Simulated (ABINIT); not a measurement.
# LiHF2 (C2/m): a self-consistent loop beyond G0W0, cycle by cycle, part 3 of 3

Wanted: G0W0 and self-consistent gaps of LiHF2 (C2/m), with the cost of the cycles.

ABINIT 10.8.3; PBEsol and many-body steps on it, plane waves. Known limits of the many-body steps: not at the basis limit; coarse k mesh.

So far. Step 10 (evGW, cycle 1): Against G0W0 in ABINIT (4×4×2 mesh, 30 bands, screening to 106.1 eV, Godby-Needs plasmon pole), the gap moves by +1.423 eV. Step 13 (evGW, cycle 2): Against the cycle before, the gap moves by +0.108 eV.

## Step 14: Screening, 4×4×2 mesh, 30 bands, screening to 106.1 eV

This step: RPA screening on PBEsol, plane waves, norm-conserving pseudopotentials.

Contents of run.abi:

```
acell 3*1.0 Angstrom
rprim 
  2.547496000000 -1.534899000000 0.000000000000
  2.547496000000 1.534899000000 0.000000000000
  -2.526944000000 -0.000000000000 4.201520000000
ntypat 3
znucl 3 1 9
natom 4
typat 1 2 3 3
xred 
  0.000000000000 0.000000000000 0.000000000000
  0.000000000000 0.000000000000 0.500000000000
  0.209803000000 0.209803000000 0.750702000000
  0.790197000000 0.790197000000 0.249298000000
pp_dirpath "pseudos"
pseudos "Li.upf, H.upf, F.upf"
ecut 36
ngkpt 4 4 2
nshiftk 1
shiftk 0 0 0
kptopt 1
chksymbreak 0
istwfk *1
occopt 1
irdwfk 1
optdriver 3
nband 30
ecuteps 3.9
inclvkb 2
awtr 1
symchi 1
gwcalctyp 10
mbpt_sciss 6.349 eV
nqptdm 1
qptdm 
  0 0 0
indata_prefix "in"
outdata_prefix "out"
tmpdata_prefix "tmp"
```

Launch:

```bash
$ OMP_NUM_THREADS=1 mpirun -n 4 abinit run.abi > log
```

Numbers of over 12 decimals in the logs are rounded to 6 here.

Output:

```text
.Version 10.8.3 of ABINIT. v10.8.2 released Aug 2026.

 Symmetries : space group C2/m (# 12); Bravais mC (1-face-center monocl.)
[... echo of the input left out ...]
== DATASET  1 ==================================================================
-   mpi_nproc: 4, omp_nthreads: 1 (-1 if OMP is not activated)

--- !DatasetInfo
iteration_state: {dtset: 1, }
dimensions: {natom: 4, nkpt: 14, mband: 30, nsppol: 1, nspinor: 1, nspden: 1, mpw: 2327, }
cutoff_energies: {ecut:  36.0, pawecutdg:  -1.0, }
[...]
[... chi0 elements left out ...]
 For q-point:  0.000010 0.000020 0.000030
  dielectric constant =   1.7644
  dielectric constant without local fields =   1.8177

  Average fulfillment of the sum rule on Im[epsilon] for q-point    1 :     36.67  [%]
[... wings left out ...]
== END DATASET(S) ==============================================================
================================================================================

 -outvars: echo values of variables after computation  --------
           etotal      0.0000000000E+00
            nband          30
             nkpt          14
          spgroup          12
 [... the other variables as echoed above ...]

 Calculation completed.
```

It took 3.1 s on 4 MPI ranks of Arm Neoverse V1, shared host; peak memory 0.24 GiB; 12 s of CPU time.

Numbers from this step:

```
ε∞ with local fields, on this mesh, along the program's q direction : 1.764
the same without local fields                                       : 1.818
plasma frequency                                                    : 27.48 eV
plane waves in the screening matrix                                 : 89
```

This screening uses the functional's bands under a rigid shift, the mean opening of the cycle before.

## Step 15: Screening, 4×4×2 mesh, 30 bands, screening to 106.1 eV

This step: RPA screening on PBEsol from quasiparticle energies, plane waves, norm-conserving pseudopotentials.

Changes to run.abi since step 14:

```diff
@@ -31,7 +31,19 @@
 symchi 1
+irdqps 1
 gwcalctyp 10
-mbpt_sciss 6.349 eV
-nqptdm 1
+nqptdm 13
 qptdm 
-  0 0 0
+  0.2500000000 0.0000000000 0.0000000000
+  0.5000000000 0.0000000000 0.0000000000
+  0.2500000000 0.2500000000 0.0000000000
+  0.5000000000 0.2500000000 0.0000000000
+  -0.2500000000 0.2500000000 0.0000000000
+  0.5000000000 0.5000000000 0.0000000000
+  0.0000000000 0.0000000000 0.5000000000
+  0.2500000000 0.0000000000 0.5000000000
+  0.5000000000 0.0000000000 0.5000000000
+  0.2500000000 0.2500000000 0.5000000000
+  0.5000000000 0.2500000000 0.5000000000
+  -0.2500000000 0.2500000000 0.5000000000
+  0.5000000000 0.5000000000 0.5000000000
 indata_prefix "in"
```

Contents of mrgscr.stdin:

```
2
merged
q0_SCR
out_SCR
1
```

Launch:

```bash
$ OMP_NUM_THREADS=1 mpirun -n 4 abinit run.abi > log; mrgscr < mrgscr.stdin
```

Output:

```text
.Version 10.8.3 of ABINIT. v10.8.2 released Aug 2026.

 Symmetries : space group C2/m (# 12); Bravais mC (1-face-center monocl.)
[... echo of the input left out ...]
== DATASET  1 ==================================================================
-   mpi_nproc: 4, omp_nthreads: 1 (-1 if OMP is not activated)

--- !DatasetInfo
iteration_state: {dtset: 1, }
dimensions: {natom: 4, nkpt: 14, mband: 30, nsppol: 1, nspinor: 1, nspden: 1, mpw: 2327, }
cutoff_energies: {ecut:  36.0, pawecutdg:  -1.0, }
[...]
q-point number  1        q = ( 0.250000, 0.000000, 0.000000) [r.l.u.]
--------------------------------------------------------------------------------
[... chi0 elements left out ...]
  Average fulfillment of the sum rule on Im[epsilon] for q-point    2 :     52.90  [%]

--------------------------------------------------------------------------------
  q-point number  2        q = ( 0.500000, 0.000000, 0.000000) [r.l.u.]
--------------------------------------------------------------------------------
[... chi0 elements left out ...]
  Average fulfillment of the sum rule on Im[epsilon] for q-point    3 :     43.49  [%]

 [... 11 further q-points ...]
```

It took 5.3 s on 4 MPI ranks; peak memory 0.41 GiB.

Numbers from this step:

| Item | Value |
| --- | --- |
| plasma frequency | 27.48 eV |
| plane waves in the screening matrix | 89 |

This screening reads the quasiparticle levels of the cycle before.

## Step 16: evGW, cycle 3

This step: evGW on PBEsol, plane waves, norm-conserving pseudopotentials.

Changes to run.abi since step 15:

```diff
@@ -25,12 +25,10 @@
 irdwfk 1
-optdriver 3
+optdriver 4
 nband 30
-ecuteps 3.9
-inclvkb 2
-awtr 1
-symchi 1
-irdqps 1
 gwcalctyp 10
-nqptdm 13
-qptdm 
+ecutsigx 36
+symsigma 1
+nkptgw 14
+kptgw 
+  0.0000000000 0.0000000000 0.0000000000
   0.2500000000 0.0000000000 0.0000000000
@@ -48,2 +46,21 @@
   0.5000000000 0.5000000000 0.5000000000
+bdgw 
+  1 13
+  1 13
+  1 13
+  1 13
+  1 13
+  1 13
+  1 13
+  1 13
+  1 13
+  1 13
+  1 13
+  1 13
+  1 13
+  1 13
+ecuteps 3.9
+irdscr 1
+ppmodel 1
+irdqps 1
 indata_prefix "in"
```

Launch:

```bash
$ OMP_NUM_THREADS=1 mpirun -n 4 abinit run.abi > log
```

Output:

```text
.Version 10.8.3 of ABINIT. v10.8.2 released Aug 2026.

 Symmetries : space group C2/m (# 12); Bravais mC (1-face-center monocl.)
[... echo of the input left out ...]
== DATASET  1 ==================================================================
-   mpi_nproc: 4, omp_nthreads: 1 (-1 if OMP is not activated)

--- !DatasetInfo
iteration_state: {dtset: 1, }
dimensions: {natom: 4, nkpt: 14, mband: 30, nsppol: 1, nspinor: 1, nspden: 1, mpw: 2327, }
cutoff_energies: {ecut:  36.0, pawecutdg:  -1.0, }
[...]
.  kptgw no:  3; Maximum DeltaE = (   0.006   0.062) for band index:  1
[...]
.  kptgw no: 13; Maximum DeltaE = (  -0.002   0.057) for band index:  1
.  kptgw no: 14; Maximum DeltaE = (   0.009   0.072) for band index:  1

== END DATASET(S) ==============================================================
================================================================================

 -outvars: echo values of variables after computation  --------
           etotal      0.0000000000E+00
            nband          30
             nkpt          14
          spgroup          12
 [... the other variables as echoed above ...]

 Calculation completed.
```

Elapsed: 24 s, on 4 MPI ranks; peak memory 0.91 GiB; 94 s of CPU time.

Numbers from this step:

- quasiparticle gap on the mesh: 14.18 eV
- gap of the density functional on the mesh: 8.408 eV
- k of the valence top: 0, 0, 0
- k of the conduction bottom: 0, 0, 0
- least direct quasiparticle gap on the computed points: 14.18 eV

Against the cycle before, the gap moves by +0.013 eV.

## Step 17: Screening, 4×4×2 mesh, 30 bands, screening to 106.1 eV

This step: RPA screening on PBEsol, plane waves, norm-conserving pseudopotentials.

Contents of run.abi:

```
acell 3*1.0 Angstrom
rprim 
  2.547496000000 -1.534899000000 0.000000000000
  2.547496000000 1.534899000000 0.000000000000
  -2.526944000000 -0.000000000000 4.201520000000
ntypat 3
znucl 3 1 9
natom 4
typat 1 2 3 3
xred 
  0.000000000000 0.000000000000 0.000000000000
  0.000000000000 0.000000000000 0.500000000000
  0.209803000000 0.209803000000 0.750702000000
  0.790197000000 0.790197000000 0.249298000000
pp_dirpath "pseudos"
pseudos "Li.upf, H.upf, F.upf"
ecut 36
ngkpt 4 4 2
nshiftk 1
shiftk 0 0 0
kptopt 1
chksymbreak 0
istwfk *1
occopt 1
irdwfk 1
optdriver 3
nband 30
ecuteps 3.9
inclvkb 2
awtr 1
symchi 1
gwcalctyp 10
mbpt_sciss 6.362 eV
nqptdm 1
qptdm 
  0 0 0
indata_prefix "in"
outdata_prefix "out"
tmpdata_prefix "tmp"
```

Output:

```text
.Version 10.8.3 of ABINIT. v10.8.2 released Aug 2026.

 Symmetries : space group C2/m (# 12); Bravais mC (1-face-center monocl.)
[... echo of the input left out ...]
== DATASET  1 ==================================================================
-   mpi_nproc: 4, omp_nthreads: 1 (-1 if OMP is not activated)

--- !DatasetInfo
iteration_state: {dtset: 1, }
dimensions: {natom: 4, nkpt: 14, mband: 30, nsppol: 1, nspinor: 1, nspden: 1, mpw: 2327, }
cutoff_energies: {ecut:  36.0, pawecutdg:  -1.0, }
[...]
[... chi0 elements left out ...]
 For q-point:  0.000010 0.000020 0.000030
  dielectric constant =   1.7640
  dielectric constant without local fields =   1.8173

  Average fulfillment of the sum rule on Im[epsilon] for q-point    1 :     36.69  [%]
[... wings left out ...]
== END DATASET(S) ==============================================================
================================================================================

 -outvars: echo values of variables after computation  --------
           etotal      0.0000000000E+00
            nband          30
             nkpt          14
          spgroup          12
 [... the other variables as echoed above ...]

 Calculation completed.
```

Elapsed: 3.1 s, on 4 MPI ranks; peak memory 0.23 GiB; 12 s of CPU time.

This step gave:

| Item | Value |
| --- | --- |
| ε∞ with local fields, on this mesh, along the program's q direction | 1.764 |
| the same without local fields | 1.817 |
| plasma frequency | 27.48 eV |
| plane waves in the screening matrix | 89 |

This screening uses the functional's bands under a rigid shift, the mean opening of the cycle before.

## Step 18: Screening, 4×4×2 mesh, 30 bands, screening to 106.1 eV

This step: RPA screening on PBEsol from quasiparticle energies, plane waves, norm-conserving pseudopotentials.

Changes to run.abi since step 17:

```diff
@@ -31,7 +31,19 @@
 symchi 1
+irdqps 1
 gwcalctyp 10
-mbpt_sciss 6.362 eV
-nqptdm 1
+nqptdm 13
 qptdm 
-  0 0 0
+  0.2500000000 0.0000000000 0.0000000000
+  0.5000000000 0.0000000000 0.0000000000
+  0.2500000000 0.2500000000 0.0000000000
+  0.5000000000 0.2500000000 0.0000000000
+  -0.2500000000 0.2500000000 0.0000000000
+  0.5000000000 0.5000000000 0.0000000000
+  0.0000000000 0.0000000000 0.5000000000
+  0.2500000000 0.0000000000 0.5000000000
+  0.5000000000 0.0000000000 0.5000000000
+  0.2500000000 0.2500000000 0.5000000000
+  0.5000000000 0.2500000000 0.5000000000
+  -0.2500000000 0.2500000000 0.5000000000
+  0.5000000000 0.5000000000 0.5000000000
 indata_prefix "in"
```

mrgscr.stdin is that of step 15.

Launch:

```bash
$ OMP_NUM_THREADS=1 mpirun -n 4 abinit run.abi > log; mrgscr < mrgscr.stdin
```

Output:

```text
.Version 10.8.3 of ABINIT. v10.8.2 released Aug 2026.

 Symmetries : space group C2/m (# 12); Bravais mC (1-face-center monocl.)
[... echo of the input left out ...]
== DATASET  1 ==================================================================
-   mpi_nproc: 4, omp_nthreads: 1 (-1 if OMP is not activated)

--- !DatasetInfo
iteration_state: {dtset: 1, }
dimensions: {natom: 4, nkpt: 14, mband: 30, nsppol: 1, nspinor: 1, nspden: 1, mpw: 2327, }
cutoff_energies: {ecut:  36.0, pawecutdg:  -1.0, }
[...]
q-point number  1        q = ( 0.250000, 0.000000, 0.000000) [r.l.u.]
--------------------------------------------------------------------------------
[... chi0 elements left out ...]
  Average fulfillment of the sum rule on Im[epsilon] for q-point    2 :     52.92  [%]

--------------------------------------------------------------------------------
  q-point number  2        q = ( 0.500000, 0.000000, 0.000000) [r.l.u.]
--------------------------------------------------------------------------------
[... chi0 elements left out ...]
  Average fulfillment of the sum rule on Im[epsilon] for q-point    3 :     43.51  [%]

 [... 11 further q-points ...]
```

Run time: 5.3 s. Hardware: 4 MPI ranks; peak memory 0.41 GiB; 21 s of CPU time.

This step gave:

- plasma frequency: 27.48 eV
- plane waves in the screening matrix: 89

This screening reads the quasiparticle levels of the cycle before.

## Step 19: evGW, cycle 4

This step: evGW on PBEsol, plane waves, norm-conserving pseudopotentials.

Changes to run.abi since step 18:

```diff
@@ -25,12 +25,10 @@
 irdwfk 1
-optdriver 3
+optdriver 4
 nband 30
-ecuteps 3.9
-inclvkb 2
-awtr 1
-symchi 1
-irdqps 1
 gwcalctyp 10
-nqptdm 13
-qptdm 
+ecutsigx 36
+symsigma 1
+nkptgw 14
+kptgw 
+  0.0000000000 0.0000000000 0.0000000000
   0.2500000000 0.0000000000 0.0000000000
@@ -48,2 +46,21 @@
   0.5000000000 0.5000000000 0.5000000000
+bdgw 
+  1 13
+  1 13
+  1 13
+  1 13
+  1 13
+  1 13
+  1 13
+  1 13
+  1 13
+  1 13
+  1 13
+  1 13
+  1 13
+  1 13
+ecuteps 3.9
+irdscr 1
+ppmodel 1
+irdqps 1
 indata_prefix "in"
```

Launch:

```bash
$ OMP_NUM_THREADS=1 mpirun -n 4 abinit run.abi > log
```

Output:

```text
.Version 10.8.3 of ABINIT. v10.8.2 released Aug 2026.

 Symmetries : space group C2/m (# 12); Bravais mC (1-face-center monocl.)
[... echo of the input left out ...]
== DATASET  1 ==================================================================
-   mpi_nproc: 4, omp_nthreads: 1 (-1 if OMP is not activated)

--- !DatasetInfo
iteration_state: {dtset: 1, }
dimensions: {natom: 4, nkpt: 14, mband: 30, nsppol: 1, nspinor: 1, nspden: 1, mpw: 2327, }
cutoff_energies: {ecut:  36.0, pawecutdg:  -1.0, }
[...]
.  kptgw no:  3; Maximum DeltaE = (   0.001   0.062) for band index:  1
[...]
.  kptgw no: 13; Maximum DeltaE = (  -0.001   0.058) for band index:  1
.  kptgw no: 14; Maximum DeltaE = (   0.003   0.069) for band index:  1

== END DATASET(S) ==============================================================
================================================================================

 -outvars: echo values of variables after computation  --------
           etotal      0.0000000000E+00
            nband          30
             nkpt          14
          spgroup          12
 [... the other variables as echoed above ...]

 Calculation completed.
```

Wall time 24 s (4 MPI ranks); peak memory 0.91 GiB.

This step gave:

| Item | Value |
| --- | --- |
| quasiparticle gap on the mesh | 14.18 eV |
| gap of the density functional on the mesh | 8.408 eV |
| k of the valence top | 0, 0, 0 |
| k of the conduction bottom | 0, 0, 0 |
| least direct quasiparticle gap on the computed points | 14.18 eV |

Against the cycle before, the gap moves by +0.001 eV.

## Step 20: Side by side

Times are wall times on 4 MPI ranks of Arm Neoverse V1, shared host, good to a factor of about two. A run's time includes the screening step that it read.

```tsv
run	mesh	bands	screening cutoff (eV)	DFT gap (eV)	gap on the mesh (eV)	direct (eV)	ε∞ used	time
G0W0	4×4×2	30	106.1	8.408	12.639	12.639	2.05	9 s
evGW0, cycle 1	4×4×2	30	106.1	8.408	13.283	13.283	2.05	30 s
evGW0, cycle 2	4×4×2	30	106.1	8.408	13.237	13.237	2.05	30 s
evGW0, cycle 3	4×4×2	30	106.1	8.408	13.229	13.229	2.05	30 s
evGW, cycle 1	4×4×2	30	106.1	8.408	14.062	14.062	1.80	32 s
evGW, cycle 2	4×4×2	30	106.1	8.408	14.170	14.170	1.77	32 s
evGW, cycle 3	4×4×2	30	106.1	8.408	14.183	14.183	1.76	32 s
evGW, cycle 4	4×4×2	30	106.1	8.408	14.184	14.184	1.76	32 s
```

## Step 21: Summary of results

| Item | Value |
| --- | --- |
| G0W0 | 12.639 eV |
| evGW0, cycle 1 | 13.283 eV |
| evGW0, cycle 2 | 13.237 eV |
| evGW0, cycle 3 | 13.229 eV |
| evGW, cycle 1 | 14.062 eV |
| evGW, cycle 2 | 14.170 eV |
| evGW, cycle 3 | 14.183 eV |
| evGW, cycle 4 | 14.184 eV |
| known limits | not at the basis limit; coarse k mesh |

**Reading.** Only the bands that the input lists are updated; the others, empty or deep, keep the functional's energies or take a rigid shift. The evGW loop starts from the last levels of evGW0, so its cycles and time come on top of those. evGW0 ends at 13.23 eV, +0.59 eV from G0W0, after 3 cycles that took 71 s beside the first screening; the last moved the gap by 0.008 eV. evGW ends at 14.18 eV, +1.55 eV from G0W0, after 4 cycles that took 2.1 min beside the first screening; the last moved the gap by 0.001 eV. The first cycle of evGW0 takes the full correction, without the factor Z, so it overshoots the one-shot value. Bands and cutoff are finite, so the gap is not at the basis limit. The miss can reach some tenths of an eV and take either sign; the mesh is an error of its own. The 4×4×2 mesh is coarse for this cell, which bears on the long-range parts of exchange and screening. In the updated screening the q = 0 part is built from Kohn-Sham bands under a rigid shift, the other q from the quasiparticle levels.

[Paths, hosts, dates, memory and timing lines, banners, echoed tables and standing remarks are left out of the program output.]

[Logs are printed without paths, hosts, clocks, repeated set-up lines and the standing remarks that a program may print on its own settings, such as how far it seeks lower states.]

[Runs of the session that timed out or met a known fault of the program may be left out.]

[Hosts, paths, dates, database ids (printed as entryN), source tags and the programs' standing remarks are cut or masked in the printed files.]

[G0W0 gaps are taken among the corrected bands and points alone; a level outside them can change the order at an edge.]

[Where Ansatz stands beside ABINIT at settings called matched, ABINIT's density can come from a denser mesh and the files from another edition; pairs whose starting gaps differed by over 0.03 eV were left out, so agreement reads better than it is.]
